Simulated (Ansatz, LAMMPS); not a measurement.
# Squeezing and shearing amorphous Ge (61 atoms), part 2 of 3

How stiff is amorphous Ge (61 atoms), and how do its levels respond to strain?

Ansatz 0.2.0; Kohn-Sham DFT, PBE, PAW (set soft_1), plane waves.

The cell: 61 Ge. The quench rate of 6 K/ps far exceeds what a furnace or splat quench reaches. The starting topology of bonds comes from the classical model. Sampling is at Γ alone.

So far. Step 2 (Single point at the start): The r.m.s. force at the start is 0.49 eV/Å.

### 3. Cell and atoms relaxed

Cell and atoms are freed together, to release stress as well as forces.

input.yaml reads:

```yaml
crystal:
  lattice:
    - [11.2075, 0.0, 0.0]
    - [0.0, 11.2075, 0.0]
    - [0.0, 0.0, 11.2075]
  atoms:
    [... the 61 atom lines of step 2 ...]
kpoints:
  mp_grid: { grid: [1, 1, 1] }
hamiltonian:
  xc: pbe
  pseudopotentials: { kind: paw, azcp: { folder: soft_1 } }
scf:
  occupations: { method: gaussian, width: 0.05 }
output:
  forces: true
relax:
  f_tol: 0.05
  max_steps: 150
  cell: {}
```

The run is started by

```bash
ansatz run input.yaml --threads 4 --pin off --max-ram 8192MiB --backend cpu --events-out ev --progress --plain --runs-dir out
```

Numbers of over 12 decimals in the logs are rounded to 6 here.

Log:

```text
[...]
Crystal: 61 atoms, lattice volume = 1407.752 Å³
Basis set: ecut = 420 eV, 27609 PW (Γ), exchange–correlation on 150×150×150 points (8 copies of the dense FFT grid, shifted against one another)
Bands: 513, of which v1, the nominal top of the filled ones, is band 427 counted from 1 (426 counted from 0)
Symmetry: 1 space group operations
[...]
k-points: 1
[...]
SCF iter   1: F=—  HF=-261978.524277 eV  |F-HF|=—  |Δ(HF+E_count)|=         —  Δρ=3.12e-2  dr2=1.48e1  ethr=3.10e-3  ⟨swp⟩=6.0  Hψ=1834  notcnv=0
[...]
SCF iter  11: F=-261976.750840 eV  HF=-261976.750840 eV  |F-HF|=2.40e-8  |Δ(HF+E_count)|=   1.10e-8  Δρ=1.16e-6  dr2=3.79e-8  ethr=1.17e-11  ⟨swp⟩=3.0  Hψ=1372  notcnv=0
SCF 1 converged in 11 iterations: F = -261976.750840 eV  dr2 = 3.79e-8
[...]
relax step   1: F+E_penalty+E_count = -261976.75084013 eV  Δ(F+E_penalty+E_count) = +0.000e0 eV  max|allowed force component| = 1.328e0 eV/Å  Δτ_max = 0.0000 Å  P = +3.850 GPa  Ω = 1407.752 Å³  (11 SCF iters, dr2 threshold 1.00e-7 eV, accepted)
[... from here on, the SCF cycles and remarks between the steps are left out ...]
relax step   2: F+E_penalty+E_count = -261980.38858335 eV  Δ(F+E_penalty+E_count) = -3.638e0 eV  max|allowed force component| = 4.378e-1 eV/Å  Δτ_max = 0.1976 Å  P = +0.257 GPa  Ω = 1485.085 Å³  energy of the carried Pulay correction = -1.379e-2 eV  (7 SCF iters, dr2 threshold 6.10e-6 eV, accepted)
relax step   3: F+E_penalty+E_count = -261980.92824722 eV  Δ(F+E_penalty+E_count) = -5.397e-1 eV  max|allowed force component| = 2.615e-1 eV/Å  Δτ_max = 0.2000 Å  P = +0.048 GPa  Ω = 1488.304 Å³  energy of the carried Pulay correction = -1.435e-2 eV  (9 SCF iters, dr2 threshold 6.10e-6 eV, accepted)
relax step   4: F+E_penalty+E_count = -261981.20096498 eV  Δ(F+E_penalty+E_count) = -2.727e-1 eV  max|allowed force component| = 2.884e-1 eV/Å  Δτ_max = 0.1950 Å  P = -0.094 GPa  Ω = 1489.484 Å³  energy of the carried Pulay correction = -1.455e-2 eV  (10 SCF iters, dr2 threshold 4.27e-6 eV, accepted)
relax step   5: F+E_penalty+E_count = -261981.38965121 eV  Δ(F+E_penalty+E_count) = -1.887e-1 eV  max|allowed force component| = 1.631e-1 eV/Å  Δτ_max = 0.2000 Å  P = -0.082 GPa  Ω = 1488.643 Å³  energy of the carried Pulay correction = -1.440e-2 eV  (9 SCF iters, dr2 threshold 5.20e-6 eV, accepted)
relax step   6: F+E_penalty+E_count = -261981.65223787 eV  Δ(F+E_penalty+E_count) = -2.626e-1 eV  max|allowed force component| = 2.682e-1 eV/Å  Δτ_max = 0.1951 Å  P = -0.048 GPa  Ω = 1484.551 Å³  energy of the carried Pulay correction = -1.370e-2 eV  (11 SCF iters, dr2 threshold 1.66e-6 eV, accepted)
relax step   7: F+E_penalty+E_count = -261981.97842688 eV  Δ(F+E_penalty+E_count) = -3.262e-1 eV  max|allowed force component| = 3.763e-1 eV/Å  Δτ_max = 0.1952 Å  P = -0.033 GPa  Ω = 1479.750 Å³  energy of the carried Pulay correction = -1.286e-2 eV  (9 SCF iters, dr2 threshold 4.50e-6 eV, accepted)
relax step   8: F+E_penalty+E_count = -261982.35995453 eV  Δ(F+E_penalty+E_count) = -3.815e-1 eV  max|allowed force component| = 4.791e-1 eV/Å  Δτ_max = 0.1948 Å  P = -0.059 GPa  Ω = 1475.357 Å³  energy of the carried Pulay correction = -1.209e-2 eV  (9 SCF iters, dr2 threshold 6.10e-6 eV, accepted)
relax step   9: F+E_penalty+E_count = -261982.83336244 eV  Δ(F+E_penalty+E_count) = -4.734e-1 eV  max|allowed force component| = 3.034e-1 eV/Å  Δτ_max = 0.1936 Å  P = -0.062 GPa  Ω = 1470.544 Å³  energy of the carried Pulay correction = -1.125e-2 eV  (9 SCF iters, dr2 threshold 6.10e-6 eV, accepted)
relax step  10: F+E_penalty+E_count = -261983.16352147 eV  Δ(F+E_penalty+E_count) = -3.302e-1 eV  max|allowed force component| = 4.029e-1 eV/Å  Δτ_max = 0.1949 Å  P = -0.005 GPa  Ω = 1466.012 Å³  energy of the carried Pulay correction = -1.046e-2 eV  (8 SCF iters, dr2 threshold 5.75e-6 eV, accepted)
relax step  11: F+E_penalty+E_count = -261983.42118078 eV  Δ(F+E_penalty+E_count) = -2.577e-1 eV  max|allowed force component| = 3.327e-1 eV/Å  Δτ_max = 0.1921 Å  P = +0.030 GPa  Ω = 1462.589 Å³  energy of the carried Pulay correction = -9.853e-3 eV  (8 SCF iters, dr2 threshold 6.10e-6 eV, accepted)
relax step  12: F+E_penalty+E_count = -261983.53022828 eV  Δ(F+E_penalty+E_count) = -1.090e-1 eV  max|allowed force component| = 1.054e0 eV/Å  Δτ_max = 0.1926 Å  P = +0.101 GPa  Ω = 1458.691 Å³  energy of the carried Pulay correction = -9.166e-3 eV  (9 SCF iters, dr2 threshold 6.10e-6 eV, accepted)
relax step  13: F+E_penalty+E_count = -261983.74719879 eV  Δ(F+E_penalty+E_count) = -2.170e-1 eV  max|allowed force component| = 2.613e-1 eV/Å  Δτ_max = 0.1928 Å  P = +0.011 GPa  Ω = 1460.364 Å³  energy of the carried Pulay correction = -9.461e-3 eV  (9 SCF iters, dr2 threshold 6.10e-6 eV, accepted)
relax step  14: F+E_penalty+E_count = -261983.91279046 eV  Δ(F+E_penalty+E_count) = -1.656e-1 eV  max|allowed force component| = 2.657e-1 eV/Å  Δτ_max = 0.1718 Å  P = +0.012 GPa  Ω = 1457.818 Å³  energy of the carried Pulay correction = -9.011e-3 eV  (9 SCF iters, dr2 threshold 4.27e-6 eV, accepted)
[...]
relax step  21: F+E_penalty+E_count = -261984.95574746 eV  Δ(F+E_penalty+E_count) = -2.753e-1 eV  max|allowed force component| = 4.818e-1 eV/Å  Δτ_max = 0.2000 Å  P = +0.150 GPa  Ω = 1470.835 Å³  energy of the carried Pulay correction = -1.130e-2 eV  (9 SCF iters, dr2 threshold 6.10e-6 eV, accepted)
relax step  22: F+E_penalty+E_count = -261985.16315944 eV  Δ(F+E_penalty+E_count) = -2.074e-1 eV  max|allowed force component| = 2.418e-1 eV/Å  Δτ_max = 0.1962 Å  P = +0.003 GPa  Ω = 1477.144 Å³  energy of the carried Pulay correction = -1.241e-2 eV  (8 SCF iters, dr2 threshold 6.10e-6 eV, accepted)
relax step  23: F+E_penalty+E_count = -261985.32074801 eV  Δ(F+E_penalty+E_count) = -1.576e-1 eV  max|allowed force component| = 1.806e-1 eV/Å  Δτ_max = 0.1955 Å  P = -0.040 GPa  Ω = 1480.723 Å³  energy of the carried Pulay correction = -1.303e-2 eV  (8 SCF iters, dr2 threshold 3.65e-6 eV, accepted)
relax step  24: F+E_penalty+E_count = -261985.47729182 eV  Δ(F+E_penalty+E_count) = -1.565e-1 eV  max|allowed force component| = 2.094e-1 eV/Å  Δτ_max = 0.1951 Å  P = -0.079 GPa  Ω = 1484.390 Å³  energy of the carried Pulay correction = -1.367e-2 eV  (9 SCF iters, dr2 threshold 2.04e-6 eV, accepted)
relax step  25: F+E_penalty+E_count = -261985.61140841 eV  Δ(F+E_penalty+E_count) = -1.341e-1 eV  max|allowed force component| = 2.401e-1 eV/Å  Δτ_max = 0.1929 Å  P = -0.090 GPa  Ω = 1487.698 Å³  energy of the carried Pulay correction = -1.424e-2 eV  (9 SCF iters, dr2 threshold 2.74e-6 eV, accepted)
relax step  26: F+E_penalty+E_count = -261985.62137508 eV  Δ(F+E_penalty+E_count) = -9.967e-3 eV  max|allowed force component| = 3.881e-1 eV/Å  Δτ_max = 0.2000 Å  P = +0.131 GPa  Ω = 1482.671 Å³  energy of the carried Pulay correction = -1.337e-2 eV  (9 SCF iters, dr2 threshold 3.60e-6 eV, accepted)
relax step  27: F+E_penalty+E_count = -261985.67010741 eV  Δ(F+E_penalty+E_count) = -4.873e-2 eV  max|allowed force component| = 1.902e-1 eV/Å  Δτ_max = 0.0703 Å  P = +0.009 GPa  Ω = 1486.920 Å³  energy of the carried Pulay correction = -1.411e-2 eV  (7 SCF iters, dr2 threshold 6.10e-6 eV, accepted)
relax step  28: F+E_penalty+E_count = -261985.66796438 eV  Δ(F+E_penalty+E_count) = +2.143e-3 eV  max|allowed force component| = 1.382e-1 eV/Å  Δτ_max = 0.1152 Å  P = -0.035 GPa  Ω = 1487.208 Å³  energy of the carried Pulay correction = -1.416e-2 eV  (8 SCF iters, dr2 threshold 2.26e-6 eV, rejected (line search))
relax step  29: F+E_penalty+E_count = -261985.68782678 eV  Δ(F+E_penalty+E_count) = -1.772e-2 eV  max|allowed force component| = 3.289e-2 eV/Å  Δτ_max = 0.0549 Å  P = -0.004 GPa  Ω = 1486.911 Å³  energy of the carried Pulay correction = -1.410e-2 eV  (13 SCF iters, accepted)
relax step  30: F+E_penalty+E_count = -261985.75234963 eV  Δ(F+E_penalty+E_count) = -6.452e-2 eV  max|allowed force component| = 3.309e-2 eV/Å  Δτ_max = 0.0000 Å  P = +0.055 GPa  Ω = 1486.911 Å³  stress off target by 1.54e-1 GPa  SCF on the basis re-selected at this cell (its energy is not comparable with the rows above)  (9 SCF iters)
relax step  31: F+E_penalty+E_count = -261985.75352271 eV  Δ(F+E_penalty+E_count) = -1.173e-3 eV  max|allowed force component| = 2.718e-2 eV/Å  Δτ_max = 0.0197 Å  P = +0.002 GPa  Ω = 1488.372 Å³  energy of the carried Pulay correction = -2.244e-4 eV  (9 SCF iters, dr2 threshold 5.94e-8 eV, accepted)
relax step  32: F+E_penalty+E_count = -261985.75590490 eV  Δ(F+E_penalty+E_count) = -2.382e-3 eV  max|allowed force component| = 2.434e-2 eV/Å  Δτ_max = 0.0080 Å  P = -0.009 GPa  Ω = 1488.767 Å³  energy of the carried Pulay correction = -3.030e-4 eV  (9 SCF iters, dr2 threshold 2.30e-8 eV, accepted)
relax step  33: F+E_penalty+E_count = -261985.75626915 eV  Δ(F+E_penalty+E_count) = -3.643e-4 eV  max|allowed force component| = 2.433e-2 eV/Å  Δτ_max = 0.0000 Å  P = -0.010 GPa  Ω = 1488.767 Å³  stress off target by 1.83e-2 GPa  SCF on the basis re-selected at this cell (its energy is not comparable with the rows above)  (5 SCF iters)
[...]
SCF converged after 5 iterations
Free energy (F): -261985.756269 eV
[...]
Internal energy: -261985.756269 eV  (E = F + TS)
E sigma→0 (E₀):  -261985.756269 eV
Fermi energy:    7.341065 eV
[...]
--- Forces (eV/Å), atoms counted from 1 ---
  atom   1  Ge     0.00160692    -0.00138403    -0.00240587
  atom   2  Ge    -0.00338383     0.01489469     0.00768228
  atom   3  Ge    -0.00403987     0.00291200     0.00026063
  atom   4  Ge    -0.00160321    -0.00109988    -0.00302198
  atom   5  Ge    -0.00207832    -0.00135435    -0.00181042
  atom   6  Ge    -0.00226143    -0.00884325     0.00096608
  atom   7  Ge     0.00838718     0.00145901    -0.00768123
  atom   8  Ge     0.00208647    -0.00019771     0.00132167
  atom   9  Ge     0.00164903     0.00405288    -0.00417067
  atom  10  Ge     0.00261293    -0.00242349     0.00044225
  atom  11  Ge    -0.00606427    -0.00083602     0.00137907
  atom  12  Ge    -0.00280806    -0.00225383     0.00642237
  atom  13  Ge     0.00881250     0.00826882    -0.00109320
  atom  14  Ge    -0.00109556    -0.00566857    -0.00549029
[...]
atom  60  Ge    -0.00093603     0.00040928    -0.00198988
  atom  61  Ge    -0.00107697    -0.00157150    -0.00032307
  max |Σ_I F_I| component: 1.32e-6 eV/Å
--- Stress (GPa, compression-positive) ---
        0.003289      -0.000252       0.006086
       -0.000252      -0.017907       0.000869
        0.006086       0.000869      -0.014030
  P = ⅓ Tr σ = -0.0095 GPa (-0.095 kbar)
--- Relaxed structure (31 steps of the walk, 30 accepted, 2 SCFs on fresh bases) ---
  F+E_penalty+E_count = -261985.75626915 eV   max|allowed force component| = 2.433e-2 eV/Å   (the final SCF, on the basis selected at the relaxed cell)
  cell:  # Å, volume = 1488.7671 Å³
    - [10.147581, 0.00425854, 0.182659]
    - [0.00425854, 12.451170, 0.061716]
    - [0.182659, 0.061716, 11.786546]
  atoms:
    - { symbol: Ge, position: [0.994589, 0.108332, 1.012126] }
    - { symbol: Ge, position: [0.032920, 0.426935, 0.729308] }
    - { symbol: Ge, position: [0.088057, 0.025044, 0.826395] }
    - { symbol: Ge, position: [0.726546, 0.921983, 0.763706] }
[...]
- { symbol: Ge, position: [0.330477, 0.893218, 0.234321] }
```

Wall time 11 min (4 threads of Arm Neoverse V2, shared host); peak memory 2.1 GiB; 43 min of CPU time.

The relaxation converged after 31 steps, with a largest force component of 0.024 eV/Å.

### 4. Single point at the relaxed geometry

The electronic structure is read at the final geometry, in a run of its own.

input.yaml reads:

```yaml
crystal:
  lattice:
    - [10.14758, 0.00426, 0.18266]
    - [0.00426, 12.45117, 0.06172]
    - [0.18266, 0.06172, 11.78655]
  atoms:
    - { symbol: Ge, position: [0.99459, 0.10833, 0.01213] }
    - { symbol: Ge, position: [0.03292, 0.42693, 0.72931] }
    - { symbol: Ge, position: [0.08806, 0.02504, 0.8264] }
    - { symbol: Ge, position: [0.72655, 0.92198, 0.76371] }
    - { symbol: Ge, position: [0.99737, 0.97585, 0.39881] }
    - { symbol: Ge, position: [0.79397, 0.3997, 0.78583] }
    [... 49 atom lines left out ...]
    - { symbol: Ge, position: [0.32894, 0.25464, 0.94209] }
    - { symbol: Ge, position: [0.68242, 0.03628, 0.22647] }
    - { symbol: Ge, position: [0.19744, 0.53228, 0.39783] }
    - { symbol: Ge, position: [0.57623, 0.66094, 0.19227] }
    - { symbol: Ge, position: [0.38149, 0.64095, 0.47482] }
    - { symbol: Ge, position: [0.33048, 0.89322, 0.23432] }
kpoints:
  mp_grid: { grid: [1, 1, 1] }
hamiltonian:
  xc: pbe
  pseudopotentials: { kind: paw, azcp: { folder: soft_1 } }
scf:
  occupations: { method: gaussian, width: 0.05 }
output:
  forces: true
  stress: true
  populations: intrinsic
  dos:
    method: { smearing: { sigma: 0.1 } }
    de: 0.1
    projected: { site_lists: { Ge: [Ge] } }
  eigenvalues: true
  write_density: true
  write_potential: true
  volumetric_format: npy
  elf: true
```

Log:

```text
[...]
Crystal: 61 atoms, lattice volume = 1488.767 Å³
Basis set: ecut = 420 eV, 29075 PW (Γ), exchange–correlation on 144×180×160 points (8 copies of the dense FFT grid, shifted against one another)
Bands: 513, of which v1, the nominal top of the filled ones, is band 427 counted from 1 (426 counted from 0)
Symmetry: 1 space group operations
[...]
k-points: 1
[...]
SCF iter   1: F=—  HF=-261987.222476 eV  |F-HF|=—  |Δ(HF+E_count)|=         —  Δρ=3.02e-2  dr2=1.32e1  ethr=3.10e-3  ⟨swp⟩=6.0  Hψ=1820  notcnv=0
[...]
SCF iter  15: F=-261985.756267 eV  HF=-261985.756267 eV  |F-HF|=1.53e-8  |Δ(HF+E_count)|=   6.52e-8  Δρ=9.58e-7  dr2=2.46e-8  ethr=1.17e-11  ⟨swp⟩=13.0  Hψ=3744  notcnv=0
SCF 1 converged in 15 iterations: F = -261985.756267 eV  dr2 = 2.46e-8
[...]
SCF converged after 15 iterations
Free energy (F): -261985.756267 eV
[...]
Internal energy: -261985.756267 eV  (E = F + TS)
E sigma→0 (E₀):  -261985.756267 eV
Fermi energy:    7.341055 eV
[...]
--- Forces (eV/Å), atoms counted from 1 ---
  atom   1  Ge     0.00176389    -0.00131780    -0.00275965
  atom   2  Ge    -0.00352381     0.01553251     0.00777167
  atom   3  Ge    -0.00452352     0.00353372    -0.00011393
  atom   4  Ge    -0.00196947    -0.00083897    -0.00317558
  atom   5  Ge    -0.00194757    -0.00133029    -0.00230995
  atom   6  Ge    -0.00280134    -0.00944920     0.00024421
  atom   7  Ge     0.00860172     0.00147238    -0.00742017
  atom   8  Ge     0.00190718    -0.00030138     0.00109185
  atom   9  Ge     0.00218255     0.00402657    -0.00397065
  atom  10  Ge     0.00270892    -0.00244527     0.00040631
  atom  11  Ge    -0.00671962    -0.00137497     0.00110114
  atom  12  Ge    -0.00284132    -0.00239412     0.00692065
  atom  13  Ge     0.00916979     0.00849000    -0.00059677
  atom  14  Ge    -0.00095887    -0.00504101    -0.00565461
[...]
atom  60  Ge    -0.00086390     0.00108884    -0.00154113
  atom  61  Ge    -0.00122998    -0.00185095    -0.00021154
  max |Σ_I F_I| component: 1.61e-5 eV/Å
--- Stress (GPa, compression-positive) ---
        0.003323      -0.000407       0.006168
       -0.000407      -0.018274       0.000869
        0.006168       0.000869      -0.013995
  P = ⅓ Tr σ = -0.0096 GPa (-0.096 kbar)
--- Band table (eV) ---
[...]
--- intrinsic populations: 61 sites ---
  site symbol       q [e]
     0     Ge     14.0320
     1     Ge     13.9959
     2     Ge     13.9876
[...]
60     Ge     14.0004
  spilling = -0.000000 (of n_electrons = 854.000000)
```

It took 36 s on 4 threads; peak memory 2.1 GiB.

Read from the output:

```
free energy                                      : -261985.7563 eV
free energy per atom                             : -4294.8485 eV/atom
SCF cycles                                       : 15
pressure                                         : -0.009649 GPa
r.m.s. force component                           : 0.00466 eV/Å
longest force                                    : 0.02438 eV/Å
Fermi energy                                     : 7.341 eV
gap (highest filled to lowest empty level) : 0.4989 eV
```

Intrinsic-atomic-orbital charges by element and coordination:

```tsv
element	coordination	atoms	mean charge (e)	spread	least	most
Ge	all	61	0	0.0267	-0.0662	0.0682
Ge	4	59	0.001	0.0259	-0.0662	0.0682
Ge	5	2	-0.0287	0.0326	-0.0614	0.0039
```

States in the cell by windows of 1 eV, zero at the Fermi level; the larger projections on atomic orbitals stand beside the total:

```tsv
from (eV)	to (eV)	total	Ge p	Ge s
-14	-13	0.0	0.0	0.0
-13	-12	2.0	0.0	1.9
-12	-11	10.0	2.0	7.9
-11	-10	20.3	4.7	15.4
-10	-9	18.3	4.7	13.5
-9	-8	15.5	4.4	11.0
-8	-7	17.5	6.0	11.4
-7	-6	17.2	6.8	10.2
-6	-5	13.5	6.3	7.1
-5	-4	7.7	4.8	2.9
-4	-3	26.7	24.4	2.0
-3	-2	34.9	32.3	2.3
-2	-1	41.8	39.3	2.1
-1	0	18.6	17.1	1.2
0	1	12.4	8.9	3.0
1	2	28.3	19.6	6.8
2	3	34.0	25.0	5.6
3	4	37.5	28.0	4.5
4	5	40.3	29.6	3.5
```

Between -25 and -14 eV lie 610 more states.

The levels nearest the highest filled one (over half full), pooled over k-points and spins:

```tsv
level less the highest filled one (eV)	occupation
-0.438	2
-0.383	2
-0.343	2
-0.289	2
-0.0951	2
0	2
0.499	0
0.545	0
0.738	0
0.833	0
1.01	0
1.22	0
```

Valence density in the ac plane at fractional y = 0.769, with atoms of Ge within 0.2 Å of it. It is the smooth field of the valence electrons, not physical close to the nuclei.

Ten steps, logarithmic in the rise over the least value, from '0' (0 e/Å³) to '9' (30 e/Å³), each cell a mean:
```
1000001378521234321100001222
2100001489621111122221112464
2100001234210000125763112576
1100000111100000025873111343
1000000000000000012331101111
0000000000000000000110000011
0000000100000000000000000000
0000012221000000000000000000
1000126862100000000000000000
2211127972100000000000000011
5421113431100000000000000012
4421101110000000000000001112
1110000000000000000001111111
0000000000011111000111222110
0000000000124652111111111100
0000000000127984110011110000
0000000000124762100000000000
0000000000011211100000000000
0000111100000011000000000000
1112453110000000000000011111
2123897310000011100000011354
3113686210000122210000012576
2111222211111268621000001244
1000011222211379731000001121
```
Columns run along a (10.1 Å), rows up along c (11.8 Å). Atoms in or near the plane, at fractional coordinates: Ge at (0.48, 0.34), Ge at (0.54, 0.02), Ge at (0.18, 0.13), Ge at (0.26, 0.61), Ge at (0.32, 0.95).

ELF in the ac plane at fractional y = 0.769, with atoms of Ge within 0.2 Å of it. It is the smooth field of the valence electrons, not physical close to the nuclei.

Ten even steps from '0' (0.01) to '9' (0.72), each cell a mean:
```
7521367533379854589854456788
6520146533368767898666876434
6631035655555335774335886323
7731014666542113664235776556
8620012343210002566555434689
7410023332100000256664212478
5311256654210000012321001355
4312566555421000000000001355
6546763335542000000000001466
6668863335641000000000002576
4468975556631000000011224676
5568876555432100001245666886
7776532223345543223578767888
6553100013577667655689766666
2110000014664346875689765542
0000000024652425764456665421
0000001125664335652222333210
0012334334566667631111233210
3355666653334566532112345543
6786545663111245432123578765
6996242553101357753112587544
5896333663124566775201476423
6676667986566533366410256655
7533689865689633257621137898
```
Columns run along a (10.1 Å), rows up along c (11.8 Å). Atoms in or near the plane, at fractional coordinates: Ge at (0.48, 0.34), Ge at (0.54, 0.02), Ge at (0.18, 0.13), Ge at (0.26, 0.61), Ge at (0.32, 0.95).

Between filled and empty levels lie 0.499 eV (at Γ alone); a semilocal functional tends to put such gaps too low. In a disordered cell it changes from sample to sample, and tail or defect levels can set it. Intrinsic-atomic-orbital charges run from -0.07 to +0.07 e. The largest share in the top eV of filled states is Ge p (93 % of the projected weight), and in the lowest eV of empty states Ge p (73 % of the projected weight).

[end of part 2 of 3]

[Logs are printed without paths, hosts, clocks, repeated set-up lines and the standing remarks that a program may print on its own settings, such as how far it seeks lower states.]

[Hosts, paths, dates, database ids (printed as entryN), source tags and the programs' standing remarks are cut or masked in the printed files.]
